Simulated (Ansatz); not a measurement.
## Sr2SiS4 (P2_1/m): a many-body input that goes wrong, and its mend

Aim: the G0W0 gap of Sr2SiS4 (P2_1/m). The first input has a fault.

Main program and level: Ansatz 0.2.0; G0W0 on r2SCAN, plane waves, PAW.

## 1. Starting point

Symmetry: P2_1/m, No. 11, monoclinic system. The conventional cell has a = 6.609 Å, b = 6.660 Å, c = 8.262 Å, α = 90.00°, β = 108.22°, γ = 90.00°. Nearest to Sr lie 9 S at 2.96 to 3.80 Å and 4 Si at 3.51 to 3.93 Å. Nearest to Sr lie 8 S at 3.04 to 3.46 Å and 3 Si at 3.71 to 3.89 Å. Nearest to Si lie 4 S at 2.12 to 2.13 Å and 7 Sr at 3.51 to 3.93 Å. Nearest to S lie 1 Si at 2.12 Å and 5 Sr at 3.03 to 3.80 Å. Nearest to S lie 1 Si at 2.13 Å and 4 Sr at 2.96 to 3.46 Å. Nearest to S lie 1 Si at 2.12 Å and 4 Sr at 3.01 to 3.13 Å. Farther neighbours, and contacts between anions beyond the nearest, are not listed.

The cell and positions are those that the Materials Project relaxed with its own functionals (PBE, PBE+U or r2SCAN), kept fixed. The default PAW set here is soft_2. Its files were made with PBE.

## 2. First try

Input file input.yaml:

```yaml
crystal:
  lattice:
    - [6.6087392105, 0.0, 0.0]
    - [0.0, 6.65954238, 0.0]
    - [-2.5827482587, 0.0, 7.848229828]
  atoms:
    - { symbol: Sr, position: [0.2836712, 0.75, 0.95180912] }
    - { symbol: Sr, position: [0.7163288, 0.25, 0.04819088] }
    - { symbol: Sr, position: [0.2248299, 0.75, 0.42926377] }
    - { symbol: Sr, position: [0.7751701, 0.25, 0.57073623] }
    - { symbol: Si, position: [0.72130103, 0.75, 0.7968462] }
    - { symbol: Si, position: [0.27869897, 0.25, 0.2031538] }
    - { symbol: S, position: [0.88645343, 0.75, 0.06157594] }
    - { symbol: S, position: [0.11354657, 0.25, 0.93842406] }
    - { symbol: S, position: [0.91690048, 0.75, 0.63566798] }
    - { symbol: S, position: [0.08309952, 0.25, 0.36433202] }
    - { symbol: S, position: [0.51038414, 0.50196672, 0.7372482] }
    - { symbol: S, position: [0.48961586, 0.00196672, 0.2627518] }
    - { symbol: S, position: [0.48961586, 0.49803328, 0.2627518] }
    - { symbol: S, position: [0.51038414, 0.99803328, 0.7372482] }
kpoints:
  mp_grid: { grid: [1, 1, 1] }
hamiltonian:
  xc: r2scan
scf:
  occupations: { method: fixed }
gw:
  n_empty_bands: 561
  ecut_chi: 80
  qp_bands: [v4, c4]
  qp_kpoints: band_edges
  screening: { model: contour_deformation }
```

Run with:

```bash
> ansatz run input.yaml --threads 24 --pin off --max-ram 82944MiB --backend cuda --events-out ev --progress --plain --runs-dir out --devices 1 --max-vram 78GiB
```

The log of the run:

```text
GPUs: using 1 of 1 available (devices: 1).
Engine: ansatz 0.2.0, aarch64-unknown-linux-gnu
Pseudopotentials: kind: paw
Pseudopotential: Sr, paw, valence charge 10, recommended cutoff 500 eV (meta_gga), Sr.paw.azcp
Pseudopotential: Si, paw, valence charge 4, recommended cutoff 500 eV (meta_gga), Si.paw.azcp
Pseudopotential: S, paw, valence charge 6, recommended cutoff 500 eV (meta_gga), S.paw.azcp
Functional definition: r2SCAN
  parameter k0 = 0.174
  parameter k1 = 0.065
  parameter a1 = 4.9479
  exchange = r2scan_x(k0 = k0, k1 = k1, a1 = a1)
  correlation = r2scan_c
device memory: the entry about to start is reckoned to put 2.2 GiB on a device that reports 111.3 GiB free (of which the cap on the GPU budget leaves the run 78.0 GiB)
GPU FFT provider: cuFFT
GPU libraries: cuBLAS 13.8.1, cuFFT 12.4.0, cuSOLVER 12.3.2
GPU matrix products: emulated (plane waves: as basis.precision tells), large ones in fixed point in workspaces of 1.00 GiB
Crystal: 14 atoms, lattice volume = 345.410 Å³
Basis set: ecut = 500 eV, 8735 PW (Γ), exchange–correlation on 200×200×256 points (64 copies of the dense FFT grid, shifted against one another)
Bands: 62, of which v1, the nominal top of the filled ones, is band 48 counted from 1 (47 counted from 0)
Symmetry: 4 space group operations
Space group: P21/m (ITA 11), of the structure as read, at distance tolerance 7.0e-5 Å
k-points: 1
Non-local potential: Sr, projectors of the file, l = 0: 3, l = 1: 2, l = 2: 2
Non-local potential: Si, projectors of the file, l = 0: 2, l = 1: 2, l = 2: 2
Non-local potential: S, projectors of the file, l = 0: 2, l = 1: 2, l = 2: 2
PAW form: soft (Blöchl's): semilocal exchange-correlation on the pseudo side does not see the compensation charge
PAW frozen core: Sr, regenerated for the run's functional (the file was generated under x = pbe(κ = 0.804, μ = 0.219515), c = pbe(β = 0.066725))
PAW frozen core: Si, regenerated for the run's functional (the file was generated under x = pbe(κ = 0.804, μ = 0.219515), c = pbe(β = 0.066725))
PAW frozen core: S, regenerated for the run's functional (the file was generated under x = pbe(κ = 0.804, μ = 0.219515), c = pbe(β = 0.066725))
PAW one-centre angular grid: Sr, 302 points (default); XC on 160 Gauss nodes
PAW one-centre angular grid: Si, 302 points (default); XC on 160 Gauss nodes
PAW one-centre angular grid: S, 302 points (default); XC on 160 Gauss nodes
Initial density: superposition of atomic densities (neutral atoms: chi_scale 0, normalization atom), corrected by the library's trained network
Initial wavefunctions: pseudopotential atomic-orbital guess
GPU buffer pool allocated for 160000 grid points (all kernels)
GPU transforms: local potential and band sums: pruned to the plane-wave sphere, on 50×50×64
Functional: x = r2scan, c = r2scan; τ floored in thin density (d = 2e-4 eV/Å³)
SCF iter   1: F=—  HF=-22767.754601 eV  |F-HF|=—  |Δ(HF+E_count)|=         —  Δρ=6.85e-3  dr2=1.86e-1  dr2_τ=1.63e-1  ethr=1.77e-3  ⟨swp⟩=7.0  Hψ=268  notcnv=0  defer=8
preconditioner: auto → Resta (q_TF=auto, 2.204 Å⁻¹)  ε∞=3.0  [insulator: Δε(μ)=3.914 eV  Ē_g=13.171 eV  n_scr=64 (ndim 8)  ℏωp=18.7 eV  f_vac=0.008  ε∞_Penn≈3.0]
SCF iter   2: F=—  HF=-22768.038471 eV  |F-HF|=—  |Δ(HF+E_count)|=   2.84e-1  Δρ=3.96e-3  dr2=5.14e-2  dr2_τ=1.44e-3  ethr=1.94e-4  ⟨swp⟩=3.0  Hψ=104  notcnv=0  defer=12
SCF iter   3: F=—  HF=-22768.041560 eV  |F-HF|=—  |Δ(HF+E_count)|=   3.09e-3  Δρ=6.64e-4  dr2=1.62e-3  dr2_τ=2.15e-4  ethr=5.36e-5  ⟨swp⟩=3.0  Hψ=85  notcnv=0  defer=12
SCF iter   4: F=—  HF=-22768.042352 eV  |F-HF|=—  |Δ(HF+E_count)|=   7.91e-4  Δρ=1.67e-4  dr2=1.22e-4  dr2_τ=7.69e-6  ethr=1.69e-6  ⟨swp⟩=3.0  Hψ=105  notcnv=0  defer=12
SCF iter   5: F=—  HF=-22768.042386 eV  |F-HF|=—  |Δ(HF+E_count)|=   3.38e-5  Δρ=4.12e-5  dr2=1.08e-5  dr2_τ=1.36e-6  ethr=1.27e-7  ⟨swp⟩=3.0  Hψ=103  notcnv=0  defer=12
SCF iter   6: F=—  HF=-22768.042388 eV  |F-HF|=—  |Δ(HF+E_count)|=   2.15e-6  Δρ=1.27e-5  dr2=6.74e-7  dr2_τ=5.95e-8  ethr=1.12e-8  ⟨swp⟩=2.0  Hψ=86  notcnv=0  defer=12
SCF iter   7: F=-22768.042388 eV  HF=-22768.042388 eV  |F-HF|=8.11e-10  |Δ(HF+E_count)|=   2.87e-7  Δρ=3.38e-6  dr2=5.45e-8  dr2_τ=1.28e-8  ethr=1.04e-10  ⟨swp⟩=20.0  Hψ=404  notcnv=0
SCF 1 converged in 7 iterations: F = -22768.042388 eV  dr2 = 5.45e-8
[...]
device memory: the entry about to start is reckoned to put 2.2 GiB on a device that reports 111.3 GiB free (of which the cap on the GPU budget leaves the run 78.0 GiB)
NSCF: frozen V_eff on 1 k-points
[...]
device memory: the entry about to start is reckoned to put 1.7 GiB on a device that reports 111.3 GiB free (of which the cap on the GPU budget leaves the run 78.0 GiB)
NSCF: frozen V_eff on 1 k-points
G₀W₀ screening: q 1/1
G₀W₀ self-energy: k 1/1
device memory: the entry about to start is reckoned to put 0.9 GiB on a device that reports 111.2 GiB free (of which the cap on the GPU budget leaves the run 78.0 GiB)
NSCF: frozen V_eff on 1 k-points
device memory: the entry about to start is reckoned to put 0.9 GiB on a device that reports 111.2 GiB free (of which the cap on the GPU budget leaves the run 78.0 GiB)
NSCF: frozen V_eff on 1 k-points
device memory: the entry about to start is reckoned to put 0.9 GiB on a device that reports 111.2 GiB free (of which the cap on the GPU budget leaves the run 78.0 GiB)
NSCF: frozen V_eff on 1 k-points
device memory: the entry about to start is reckoned to put 0.9 GiB on a device that reports 111.2 GiB free (of which the cap on the GPU budget leaves the run 78.0 GiB)
NSCF: frozen V_eff on 1 k-points
device memory: the entry about to start is reckoned to put 0.9 GiB on a device that reports 111.2 GiB free (of which the cap on the GPU budget leaves the run 78.0 GiB)
NSCF: frozen V_eff on 1 k-points
device memory: the entry about to start is reckoned to put 0.9 GiB on a device that reports 111.2 GiB free (of which the cap on the GPU budget leaves the run 78.0 GiB)
NSCF: frozen V_eff on 1 k-points
device memory: the entry about to start is reckoned to put 0.9 GiB on a device that reports 111.2 GiB free (of which the cap on the GPU budget leaves the run 78.0 GiB)
NSCF: frozen V_eff on 1 k-points
device memory: the entry about to start is reckoned to put 0.9 GiB on a device that reports 111.2 GiB free (of which the cap on the GPU budget leaves the run 78.0 GiB)
NSCF: frozen V_eff on 1 k-points
device memory: the entry about to start is reckoned to put 0.9 GiB on a device that reports 111.2 GiB free (of which the cap on the GPU budget leaves the run 78.0 GiB)
NSCF: frozen V_eff on 1 k-points
SCF converged after 7 iterations
Free energy (F): -22768.042388 eV
Harris-Foulkes:  -22768.042388 eV  (|F-HF|=8.11e-10)
Internal energy: -22768.042388 eV  (E = F + TS)
E sigma→0 (E₀):  -22768.042388 eV
Fermi energy:    5.401097 eV
--- Per-component energies (eV) ---
  E_band       = -473.378535
  E_kinetic    = 1938.195722
  E_local      = -3763.699342  (includes V_loc(G=0)·N_el)
  E_nonlocal   = 1074.579764
  E_hartree    = 996.545008
  E_xc         = -1502.115833
  E_vxc        = -1581.823887  (∫ρ·V_xc dr)
  E_paw        = -16777.634196  (= ΣΔE_a)
  E_vpaw       = -212.135692  (= ΣTr[D̂ρ^β])
  E_aug_tail   = 0.000013  (compensation charges beyond the density's cutoff)
  E_vtau       = 78.414255  (kinetic-family band-sum trace: ∫τ·v_τ [+ j·A + Jᵃ·Aᵃ] dr)
  E_ewald      = -4732.298378
  E_core_change = -1.615146  (= ΣΔE_core)
  E_smearing   = -0.000000  (= −TS)
  E_closure    = 0.000000  (closes the sum)
  Σ components = -22768.042388   (vs F -22768.042388, Δ=0.00e0)
--- Band table (eV) ---
  k-point 0: bands = [... 44 lower, 4.8542, 5.0278, 5.1449, 5.4011, 9.2301, 9.4668, 9.5637, 9.7931, ... 10 higher]
--- G₀W₀: contour deformation, 6 samples at zero and on the imaginary axis and 0 off it, 1 q-point, 561 empty bands' worth ---
  eigenvalues of the whole cell's RPA ε∞ on this k-mesh (on a slab, of 1 + 4πα/V) = 4.3747, 5.0201, 5.7728; static W/v taken at q = 0 is 0.198418
  gw.qp_kpoints: band_edges: 1 of 1 stored k-point solved, in 1 pass; an edge of the gap read off the rows below is read off those points alone
    ik  band        ε_KS         Σx   Σc(E_QP)       V_xc       Z   E_QP_lin       E_QP  E_QP is
     0    45      4.8542   -18.5711     2.6835   -15.3734  0.7693     4.3365     4.3401  root
     0    46      5.0278   -18.6874     2.8527   -15.2348  0.7699     4.4228     4.4279  root
     0    47      5.1449   -18.8853     2.8719   -15.4082  0.7706     4.5347     4.5397  root
     0    48      5.4011   -18.5462     2.7358   -15.2796  0.7685     4.8665     4.8703  root
     0    49      9.2301    -6.8999    -4.1225   -11.4393  0.7970     9.6491     9.6470  root
     0    50      9.4668    -5.5131    -4.2725   -10.2374  0.8053     9.9212     9.9187  root
     0    51      9.5637    -7.0477    -4.2468   -11.8586  0.7951    10.1319    10.1279  root
     0    52      9.7931    -6.1651    -4.1751   -10.8310  0.8006    10.2869    10.2839  root
```

Elapsed: 3 s, on 1 × NVIDIA GB200 (shared by 2 runs) with 24 threads of Arm Neoverse V2, shared host; peak memory 2.1 GiB; 14 s of CPU time.

In the SCF lines HF is the Harris–Foulkes energy and dr2 the Hartree energy of the density residual, in eV; the loop may stop once dr2 is under the threshold and the program's other checks hold. Hψ counts applications of the Hamiltonian.

**Diagnosis.**

The run ended normally, though the input holds a fault or crude settings.

The fault: G0W0 on a mesh far too coarse. So few points can't sample the density or the screening, and the band edges may lie elsewhere in the zone.

It printed a gap of 4.78 eV, which is an artefact of the settings.

## 3. A better input

G0W0 replaces the xc potential by the self-energy, built once from these orbitals. Only a window of levels is corrected, while the sums run over the empty bands that the input names.

input.yaml: that of step 2 with these lines changed.

```diff
@@ -21,3 +21,3 @@
 kpoints:
-  mp_grid: { grid: [1, 1, 1] }
+  mp_grid: { grid: [2, 2, 2] }
 hamiltonian:
@@ -27,4 +27,4 @@
 gw:
-  n_empty_bands: 561
-  ecut_chi: 80
+  n_empty_bands: 420
+  ecut_chi: 66
   qp_bands: [v4, c4]
```

The log of the run:

```text
GPUs: using 1 of 1 available (devices: 1).
[...]
Crystal: 14 atoms, lattice volume = 345.410 Å³
Basis set: ecut = 500 eV, 8735 PW (Γ), exchange–correlation on 200×200×256 points (64 copies of the dense FFT grid, shifted against one another)
Bands: 62, of which v1, the nominal top of the filled ones, is band 48 counted from 1 (47 counted from 0)
[... 1 set-up line as in the run before ...]
[...]
k-points: 8
[...]
SCF iter   1: F=—  HF=-22770.275643 eV  |F-HF|=—  |Δ(HF+E_count)|=         —  Δρ=4.35e-3  dr2=6.68e-2  dr2_τ=1.34e-1  ethr=1.77e-3  ⟨swp⟩=6.8  Hψ=2001  notcnv=0  defer=81
[...]
SCF iter   7: F=-22770.525308 eV  HF=-22770.525308 eV  |F-HF|=2.20e-9  |Δ(HF+E_count)|=   4.90e-8  Δρ=2.20e-6  dr2=3.19e-8  dr2_τ=1.85e-9  ethr=1.04e-10  ⟨swp⟩=20.2  Hψ=3353  notcnv=0
SCF 1 converged in 7 iterations: F = -22770.525308 eV  dr2 = 3.19e-8
[...]
NSCF: frozen V_eff on 8 k-points
[...]
SCF converged after 7 iterations
[...]
0    52      9.7756    -6.4634    -3.6939   -10.8665  0.8176    10.4899    10.4848  root
     1    45      4.6741   -17.4297     2.3384   -14.5125  0.7846     4.0914     4.0953  root
     1    46      4.8412   -17.5012     2.3479   -14.5852  0.7844     4.2692     4.2730  root
     1    47      5.0339   -18.2404     2.3366   -15.3842  0.7877     4.5114     4.5144  root
     1    48      5.1877   -18.3350     2.3296   -15.5056  0.7865     4.6852     4.6879  root
     1    49      9.3451    -7.0316    -3.6441   -11.4533  0.8169    10.1287    10.1228  root
     1    50      9.5909    -7.8245    -3.7501   -12.4711  0.8120    10.4958    10.4874  root
     1    51      9.6499    -6.3444    -3.7218   -10.7689  0.8186    10.3575    10.3525  root
[...]
7    49      9.9845    -6.7122    -3.7593   -11.2370  0.8149    10.7562    10.7499  root
     7    50      9.9845    -6.7122    -3.7593   -11.2370  0.8149    10.7562    10.7499  root
     7    51     10.0826    -6.2416    -3.7922   -10.7838  0.8157    10.8388    10.8326  root
     7    52     10.0826    -6.2416    -3.7922   -10.7838  0.8157    10.8388    10.8326  root
```

It took 5.5 s on 1 × NVIDIA GB200 (shared by 2 runs) with 24 threads; peak memory 3 GiB.

Read from the output:

```
bands summed                                 : 468
RPA ε∞ on this mesh (eigenvalues)            : 3.978, 4.020, 4.312
plane waves in the screening matrix          : 431
q-points in the mesh                         : 8
G0W0 gap on the mesh                         : 4.533 eV
k of the valence top                         : 0, 0, 0
k of the conduction bottom                   : -0.5, 0, 0
starting gap on the mesh                     : 3.399 eV
Z at the valence top                         : 0.7847
Z at the conduction bottom                   : 0.8243
least direct G0W0 gap on the computed points : 4.727 eV
```

The gap on the mesh goes from 3.40 eV to 4.53 eV, a correction of +1.13 eV. Between the two edge states, bare exchange in place of the xc potential would open the gap by 7.02 eV, and correlation takes back 5.89 eV.

## 4. Results

| Quantity | Value |
| --- | --- |
| first try | converged after 3 s |
| better run | G0W0 gap on the mesh 4.53 eV (2×2×2 mesh, 420 empty bands, screening to 66 eV) |

In words: The second run differs in: mesh, empty bands and screening cutoff (eV). Bands and cutoff are finite, so the gap stands short of the basis limit, usually by up to a few tenths of an eV; the mesh is an error of its own. The 2×2×2 mesh is coarse for this cell (its supercell is 13 Å along the shortest edge). The RPA ε∞ on it, from the r2SCAN start, is 3.98, 4.02 and 4.31; such meshes misread the long-range screening, most where the gap is narrow. The many-body steps are scalar-relativistic: spin-orbit coupling is not in them.

[Long decimals in the printed logs are rounded to 6 places.]

[Logs are printed without paths, hosts, clocks, repeated set-up lines and the standing remarks that a program may print on its own settings, such as how far it seeks lower states.]

[Paths, hosts, dates, memory and timing lines, banners, echoed tables and standing remarks are left out of the program output; an Ansatz launch command may be rebuilt from the run's recorded settings. Measured values are a selection of at most five: reports struck by readers or far from the other reports are left out. None is set beside runs whose start may be inverted or whose files or cutoffs have a known fault.]

[Runs of the session that timed out or met a known fault of the program may be left out.]

[Cells called generated may have been cut or substituted from an entry of the Crystallography Open Database or the Materials Project.]

[Hosts, paths, dates, database ids (printed as entryN), source tags and the programs' standing remarks are cut or masked in the printed files.]

[Where the starting crystal was built by hand or by swapping elements, it need not be the compound's stable phase.]
